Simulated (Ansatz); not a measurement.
# Cu2Pd (built on the Li2Pt structure): following an unstable mode, part 2 of 3

Wanted: the energy along a soft mode of Cu2Pd (built on the Li2Pt structure) and the structure at the end.

Ansatz 0.2.0; DFT PBEsol, scalar-relativistic, plane waves, PAW.

So far, highest frequency on path, mesh or solved points (cm⁻¹): step 2 (the dispersion) 290. Also lowest frequency on the path (cm⁻¹): step 2 -50.2.

The structure was built from a prototype and need not be the compound's stable phase.

## Step 3: The mode frozen in, largest atomic shift 0 Å

The mode followed lies at Γ with frequency 50.2i cm⁻¹, the softest among the wavevectors solved. At small amplitude the pattern taken leaves space group no. 164 by a symmetry search on the positions. The undistorted cell that holds it gives the zero of energy on the same k mesh.

Contents of input.yaml:

```yaml
crystal:
  lattice:
    - [4.1086750818, 0.0, 0.0]
    - [-2.0543375409, 3.5582169968, 0.0]
    - [0.0, 0.0, 2.5830741128]
  atoms:
    - { symbol: Cu, position: [0.3333333333, 0.6666666667, 0.5] }
    - { symbol: Cu, position: [0.6666666667, 0.3333333333, 0.5] }
    - { symbol: Pd, position: [0.0, 0.0, 0.0] }
kpoints:
  mp_grid: { grid: [12, 12, 16] }
hamiltonian:
  xc: pbesol
scf:
  occupations: { method: methfessel_paxton, width: 0.2 }
output:
  forces: true
  stress: true
  eigenvalues: true
```

Command:

```console
$ ansatz run input.yaml --threads 8 --pin off --max-ram 14336MiB --backend cpu --events-out ev --progress --plain --runs-dir out
```

The log of the run:

```text
[...]
Crystal: 3 atoms, lattice volume = 37.763 Å³
Basis set: ecut = 420 eV, 717 PW (Γ), exchange–correlation on 60×60×36 points (8 copies of the dense FFT grid, shifted against one another)
Bands: 34, of which v1, the nominal top of the filled ones, is band 28 counted from 1 (27 counted from 0)
Symmetry: 24 space group operations
[...]
k-points: 171 of 2304
[...]
k-point 0: bands = [... 24 lower, 16.0042, 16.0042, 17.4584, 17.4584, 23.9455, 23.9455, 24.1871, 24.6289, ... 2 higher]
  k-point 1: bands = [... 24 lower, 16.0031, 16.0031, 17.4253, 17.4253, 24.1100, 24.1100, 24.2203, 24.6651, ... 2 higher]
  k-point 2: bands = [... 24 lower, 16.1565, 16.1565, 17.3451, 17.3451, 24.3214, 24.5759, 24.5759, 24.7709, ... 2 higher]
  k-point 170: bands = [... 24 lower, 16.9779, 16.9779, 17.9196, 19.5382, 21.1671, 21.1671, 23.1208, 23.1208, ... 2 higher]
[key lines of the parts left out:]
SCF converged after 6 iterations
Free energy (F): -20084.298200 eV
Fermi energy:    18.066222 eV
P = ⅓ Tr σ = -0.0009 GPa (-0.009 kbar)
```

Wall time 1 s (8 threads of Intel Xeon Platinum 8488C (Sapphire Rapids), shared host); peak memory 0.54 GiB.

Numbers from this step:

```
pressure                         : -9.07e-4 GPa
energy from the undistorted cell : 0 meV/atom
```

The run ends at a pressure of 0.00 GPa.

## Step 4: The mode frozen in, largest atomic shift 0.22 Å

The atoms are moved along the unstable eigenvector, the largest shift by 0.22 Å, with the cell fixed.

input.yaml, the sections that differ from step 3:

```yaml
crystal:
  lattice:
    - [4.1086750818, 0.0, 0.0]
    - [-2.0543375409, 3.5582169968, 0.0]
    - [0.0, 0.0, 2.5830741128]
  atoms:
    - { symbol: Cu, position: [0.3333333333, 0.6666666667, 0.5851698366] }
    - { symbol: Cu, position: [0.6666666667, 0.3333333333, 0.4148301634] }
    - { symbol: Pd, position: [0.0, 0.0, 0.0] }
# kpoints, hamiltonian, scf, output: as in step 3
```

The log of the run:

```text
[...]
Crystal: 3 atoms, lattice volume = 37.763 Å³
Basis set: ecut = 420 eV, 717 PW (Γ), exchange–correlation on 60×60×36 points (8 copies of the dense FFT grid, shifted against one another)
Bands: 34, of which v1, the nominal top of the filled ones, is band 28 counted from 1 (27 counted from 0)
Symmetry: 12 space group operations
[...]
k-points: 255 of 2304
[...]
k-point 0: bands = [... 24 lower, 16.3041, 16.3041, 17.3213, 17.3213, 23.9340, 23.9340, 24.1362, 24.6519, ... 2 higher]
  k-point 1: bands = [... 24 lower, 16.3048, 16.3048, 17.2960, 17.2960, 24.0908, 24.0908, 24.1720, 24.6951, ... 2 higher]
  k-point 2: bands = [... 24 lower, 16.3482, 16.3482, 17.2367, 17.2367, 24.2816, 24.5135, 24.5135, 24.8433, ... 2 higher]
  k-point 254: bands = [... 24 lower, 17.0343, 17.0343, 18.0102, 19.9438, 20.9461, 20.9461, 23.2856, 23.2856, ... 2 higher]
[key lines of the parts left out:]
SCF converged after 6 iterations
Free energy (F): -20084.313369 eV
Fermi energy:    18.057538 eV
P = ⅓ Tr σ = -0.2216 GPa (-2.216 kbar)
```

The job ended after 1.4 s (8 threads; peak memory 0.63 GiB).

This step gave:

```yaml
pressure: -0.2216 GPa
energy_from_the_undistorted_cell: -4.796 meV/atom
```

The energy, extrapolated to zero smearing, is -4.80 meV/atom against the undistorted cell.

The run ends at a pressure of -0.22 GPa, with forces up to 0.013 eV/Å.

## Step 5: Energy along the mode, all amplitudes (two of the runs are shown above)

An imaginary frequency means negative curvature, so the energy should fall and then rise again as anharmonic terms take over.

Numbers from this step:

- depth at the lowest point sampled: 4.796 meV/atom
- largest atomic shift at that point: 0.22 Å

The energy from the parent by largest atomic shift:

| largest atomic shift (Å) | energy from the parent (meV/atom) |
| --- | --- |
| 0.000 | 0 |
| 0.040 | -0.297 |
| 0.080 | -1.13 |
| 0.140 | -2.97 |
| 0.220 | -4.80 |
| 0.320 | -1.50 |
| 0.450 | 21.4 |

Displacement at unit largest shift by atom:

| atom | x (Å) | y (Å) | z (Å) | size |
| --- | --- | --- | --- | --- |
| Cu1 | 0.00 | 0.00 | 1.00 | 1.00 |
| Cu2 | 0.00 | 0.00 | -1.00 | 1.00 |
| Pd3 | 0.00 | 0.00 | 0.00 | 0.00 |

The lowest step is at 0.22 Å, 4.80 meV/atom below the parent, and the energy rises beyond it.

## Step 6: Relaxation from the frozen mode

Starting from the lowest point found, all atoms and the cell are let go, so that strain and other modes of the same symmetry can join in.

Changes to input.yaml since step 4:

```diff
@@ -19 +19,6 @@
   eigenvalues: true
+relax:
+  adjacent_minimum: "off"
+  f_tol: 0.002
+  max_steps: 120
+  cell: { stress_tol: 0.03 }
```

The log of the run:

```text
[...]
Crystal: 3 atoms, lattice volume = 37.763 Å³
Basis set: ecut = 420 eV, 717 PW (Γ), exchange–correlation on 60×60×36 points (8 copies of the dense FFT grid, shifted against one another)
Bands: 34, of which v1, the nominal top of the filled ones, is band 28 counted from 1 (27 counted from 0)
Symmetry: 12 space group operations
[...]
k-points: 255 of 2304
[...]
SCF iter   1: F=—  HF=-20084.328000 eV  |F-HF|=—  |Δ(HF+E_count)|=         —  Δρ=1.69e-2  dr2=6.01e-2  ethr=1.77e-3  ⟨swp⟩=5.1  Hψ=32803  notcnv=0
[...]
SCF iter   6: F=-20084.313369 eV  HF=-20084.313369 eV  |F-HF|=1.89e-9  |Δ(HF+E_count)|=   6.82e-8  S|Δr|=    0.00e0  Δρ=5.56e-6  dr2=5.49e-9  ethr=1.79e-10  ⟨swp⟩=6.9  Hψ=36200  notcnv=0
SCF 1 converged in 6 iterations: F = -20084.313369 eV  dr2 = 5.49e-9
[...]
relax step   1: F+E_penalty+E_count = -20084.31336879 eV  Δ(F+E_penalty+E_count) = +0.000e0 eV  max|allowed force component| = 1.287e-2 eV/Å  Δτ_max = 0.0000 Å  P = -0.222 GPa  Ω = 37.763 Å³  (6 SCF iters, dr2 threshold 1.00e-7 eV, accepted)
Crystal: 3 atoms, lattice volume = 37.735 Å³
[...]
SCF iter   3: F=-20084.313870 eV  HF=-20084.313870 eV  |F-HF|=8.27e-8  |Δ(HF+E_count)|=   1.26e-6  S|Δr|=    0.00e0  Δρ=2.94e-5  dr2=1.38e-7  ethr=5.36e-10  ⟨swp⟩=3.2  Hψ=36567  notcnv=0
SCF 2 converged in 3 iterations: F = -20084.313870 eV  dr2 = 1.38e-7
relax step   2: F+E_penalty+E_count = -20084.31387021 eV  Δ(F+E_penalty+E_count) = -5.014e-4 eV  max|allowed force component| = 1.294e-2 eV/Å  Δτ_max = 0.0017 Å  P = -0.087 GPa  Ω = 37.735 Å³  energy of the carried Pulay correction = +1.626e-5 eV  (3 SCF iters, dr2 threshold 3.00e-7 eV, accepted)
Crystal: 3 atoms, lattice volume = 37.719 Å³
[...]
SCF iter   3: F=-20084.314145 eV  HF=-20084.314145 eV  |F-HF|=1.06e-7  |Δ(HF+E_count)|=   5.49e-6  S|Δr|=    0.00e0  Δρ=4.48e-5  dr2=1.62e-7  ethr=4.60e-10  ⟨swp⟩=4.2  Hψ=41801  notcnv=0
SCF 3 converged in 3 iterations: F = -20084.314145 eV  dr2 = 1.62e-7
relax step   3: F+E_penalty+E_count = -20084.31414484 eV  Δ(F+E_penalty+E_count) = -2.746e-4 eV  max|allowed force component| = 1.052e-2 eV/Å  Δτ_max = 0.0046 Å  P = -0.005 GPa  Ω = 37.719 Å³  energy of the carried Pulay correction = +2.552e-5 eV  (3 SCF iters, dr2 threshold 2.57e-7 eV, accepted)
[...]
relax step   4: F+E_penalty+E_count = -20084.31421684 eV  Δ(F+E_penalty+E_count) = -7.200e-5 eV  max|allowed force component| = 6.198e-3 eV/Å  Δτ_max = 0.0044 Å  P = +0.211 GPa  Ω = 37.672 Å³  energy of the carried Pulay correction = +5.226e-5 eV  (5 SCF iters, dr2 threshold 6.92e-9 eV, accepted)
[...]
relax step   5: F+E_penalty+E_count = -20084.31426373 eV  Δ(F+E_penalty+E_count) = -4.688e-5 eV  max|allowed force component| = 1.245e-3 eV/Å  Δτ_max = 0.0050 Å  P = +0.054 GPa  Ω = 37.705 Å³  energy of the carried Pulay correction = +3.323e-5 eV  (4 SCF iters, dr2 threshold 1.36e-7 eV, accepted)
[...]
relax step   6: F+E_penalty+E_count = -20084.31426103 eV  Δ(F+E_penalty+E_count) = +2.699e-6 eV  max|allowed force component| = 1.944e-4 eV/Å  Δτ_max = 0.0010 Å  P = +0.000 GPa  Ω = 37.716 Å³  energy of the carried Pulay correction = +2.678e-5 eV  (4 SCF iters, dr2 threshold 9.70e-9 eV, accepted)
[...]
SCF iter   4: F=-20084.314228 eV  HF=-20084.314228 eV  |F-HF|=3.64e-12  |Δ(HF+E_count)|=  3.64e-12  S|Δr|=    0.00e0  Δρ=1.77e-7  dr2=4.64e-12  ethr=1.00e-12  ⟨swp⟩=5.3  Hψ=38642  notcnv=0
SCF 7 converged in 4 iterations: F = -20084.314228 eV  dr2 = 4.64e-12
relax step   7: F+E_penalty+E_count = -20084.31422812 eV  Δ(F+E_penalty+E_count) = +3.290e-5 eV  max|allowed force component| = 2.164e-4 eV/Å  Δτ_max = 0.0000 Å  P = +0.002 GPa  Ω = 37.716 Å³  stress off target by 4.92e-3 GPa  SCF on the basis re-selected at this cell (its energy is not comparable with the rows above)  (4 SCF iters)
basis re-selected at this cell: Δ(F+E_penalty+E_count) = +3.290e-5 eV, ΔP = +0.001 GPa vs the last step (what re-selecting the basis moved, of the pressure what is left beyond the Pulay correction that the steps carried, after the strain that the cell walked since its last selection, with what the two solves' SCF thresholds leave and, on support functions, any second-order correction that the steps lacked; it is no m [...]
SCF converged after 4 iterations
[...]
Free energy (F): -20084.314228 eV
[...]
Internal energy: -20084.312870 eV  (E = F + TS)
E sigma→0 (E₀):  -20084.313889 eV
Entropy (-TS):   -0.001358 eV (-0.453 meV/atom)
Fermi energy:    18.081490 eV
[...]
--- Forces (eV/Å), atoms counted from 1 ---
  atom   1  Cu     0.00000000    -0.00000000     0.00021636
  atom   2  Cu    -0.00000000     0.00000000    -0.00021636
  atom   3  Pd     0.00000000     0.00000000     0.00000000
  max |Σ_I F_I| component: 1.16e-18 eV/Å
--- Stress (GPa, compression-positive) ---
        0.004917      -0.000000      -0.000000
       -0.000000       0.004917       0.000000
       -0.000000       0.000000      -0.004279
  P = ⅓ Tr σ = 0.0019 GPa (0.019 kbar)
--- Band table (eV; the first three rows and the last of 255) ---
  k-point 0: bands = [... 24 lower, 16.3523, 16.3523, 17.3189, 17.3189, 24.0167, 24.0167, 24.2298, 24.7369, ... 2 higher]
  k-point 1: bands = [... 24 lower, 16.3540, 16.3540, 17.2973, 17.2973, 24.1702, 24.1702, 24.2654, 24.7799, ... 2 higher]
  k-point 2: bands = [... 24 lower, 16.3966, 16.3966, 17.2470, 17.2470, 24.3745, 24.5828, 24.5828, 24.9290, ... 2 higher]
  k-point 254: bands = [... 24 lower, 17.0612, 17.0612, 18.0341, 19.9961, 20.9464, 20.9464, 23.3133, 23.3133, ... 2 higher]
--- Relaxed structure (6 steps of the walk, 6 accepted, 1 SCFs on fresh bases) ---
  F+E_penalty+E_count = -20084.31422812 eV   max|allowed force component| = 2.164e-4 eV/Å   (the final SCF, on the basis selected at the relaxed cell)
  cell:  # Å, volume = 37.7163 Å³
    - [4.098085, 0, 7.078619e-19]
    - [-2.049043, 3.549046, -1.769655e-19]
    - [4.450242e-19, 1.284674e-19, 2.593203]
  atoms:
    - { symbol: Cu, position: [0.333333, 0.666667, 0.591622] }
    - { symbol: Cu, position: [0.666667, 0.333333, 0.408378] }
    - { symbol: Pd, position: [0, 0, 0] }
```

The job ended after 9.3 s (8 threads; peak memory 0.69 GiB; 65 s of CPU time).

Relaxation path:

| step | energy less that of the first step (eV) | largest force component (eV/Å) | pressure (GPa) | volume (Å³) |
| --- | --- | --- | --- | --- |
| 1 | 0.0000 | 0.0129 | -0.22 | 37.76 |
| 2 | -0.0005 | 0.0129 | -0.09 | 37.73 |
| 3 | -0.0008 | 0.0105 | 0.00 | 37.72 |
| 4 | -0.0008 | 0.0062 | 0.21 | 37.67 |
| 5 | -0.0009 | 0.0012 | 0.05 | 37.70 |
| 6 | -0.0009 | 0.0002 | 0.00 | 37.72 |
| 7* | -0.0009 | 0.0002 | 0.00 | 37.72 |

Relaxation steps marked * repeat the geometry before them on a plane-wave basis chosen anew for their cell, so energy and pressure can jump there.

The run keeps the 12 symmetry operations that the program found, so distortions that break them were not tested.

| conventional cell, symmetrised | before | after | change |
| --- | --- | --- | --- |
| a (Å) | 4.109 | 4.098 | -0.3 % |
| b (Å) | 4.109 | 4.098 | -0.3 % |
| c (Å) | 2.583 | 2.593 | +0.4 % |
| volume (Å³/atom) | 12.59 | 12.57 | -0.1 % |

The atoms that moved most (Å, as changes of fractional coordinates times the final cell):

| atom | dx | dy | dz | length |
| --- | --- | --- | --- | --- |
| Cu2 | 0.000 | 0.000 | -0.017 | 0.017 |
| Cu1 | 0.000 | 0.000 | 0.017 | 0.017 |

Final coordinates:

```
Cu Pd
1.0
     4.09809    0.00000    0.00000
    -2.04904    3.54905    0.00000
     0.00000    0.00000    2.59320
Cu Pd
2 1
Direct
  0.33333 0.66667 0.59162
  0.66667 0.33333 0.40838
  0.00000 0.00000 0.00000
```

This step gave:

* pressure: 0.001852 GPa
* volume per atom: 12.57 Å³

The distorted start has space group P-3m1; the relaxation ends in P-3m1.

## Step 7: The new phase in its own primitive cell

The relaxed structure is symmetrised, reduced to its primitive cell and relaxed tightly, as its phonons need.

input.yaml, the sections that differ from step 6:

```yaml
crystal:
  lattice:
    - [4.0980851676, 0.0, 0.0]
    - [-2.0490425838, 3.549045862, 0.0]
    - [0.0, 0.0, 2.5932032581]
  atoms:
    - { symbol: Cu, position: [0.3333333333, 0.6666666667, 0.5916217434] }
    - { symbol: Cu, position: [0.6666666667, 0.3333333333, 0.4083782566] }
    - { symbol: Pd, position: [0.0, 0.0, 0.0] }
relax:
  adjacent_minimum: "off"
  f_tol: 0.001
  max_steps: 60
  cell: { stress_tol: 0.01 }
# kpoints, hamiltonian, scf, output: as in step 6
```

The log of the run:

```text
[...]
Crystal: 3 atoms, lattice volume = 37.716 Å³
Basis set: ecut = 420 eV, 717 PW (Γ), exchange–correlation on 60×60×36 points (8 copies of the dense FFT grid, shifted against one another)
Bands: 34, of which v1, the nominal top of the filled ones, is band 28 counted from 1 (27 counted from 0)
Symmetry: 12 space group operations
[...]
k-points: 255 of 2304
[...]
--- Relaxed structure (1 steps of the walk, 1 accepted, 1 SCFs on fresh bases) ---
[...]
cell:  # Å, volume = 37.7163 Å³
    - [4.098085, 0.0, 0.0]
    - [-2.049043, 3.549046, 0.0]
    - [0.0, 0.0, 2.5932032581]
  atoms:
    - { symbol: Cu, position: [0.333333, 0.666667, 0.5916217434] }
    - { symbol: Cu, position: [0.666667, 0.333333, 0.408378] }
    - { symbol: Pd, position: [0.0, 0.0, 0.0] }
[key lines of the parts left out:]
SCF converged after 5 iterations
Free energy (F): -20084.314228 eV
Fermi energy:    18.081490 eV
P = ⅓ Tr σ = 0.0019 GPa (0.019 kbar)
```

Wall time 3.1 s (8 threads); peak memory 0.67 GiB; 21 s of CPU time.

Little changed from the start: no atom moved by 0.005 Å and no cell edge by 0.1 %.

The largest force component left is 0.22 meV/Å and the pressure is 0.002 GPa, within the tolerances set. The cell now holds 12.57 Å³/atom.

[end of part 2 of 3]

[Long decimals in the printed logs are rounded to 6 places.]

[Logs are printed without paths, hosts, clocks, repeated set-up lines and the standing remarks that a program may print on its own settings, such as how far it seeks lower states.]

[Hosts, paths, dates, database ids (printed as entryN), source tags and the programs' standing remarks are cut or masked in the printed files.]

[Where the starting crystal was built by hand or by swapping elements, it need not be the compound's stable phase.]
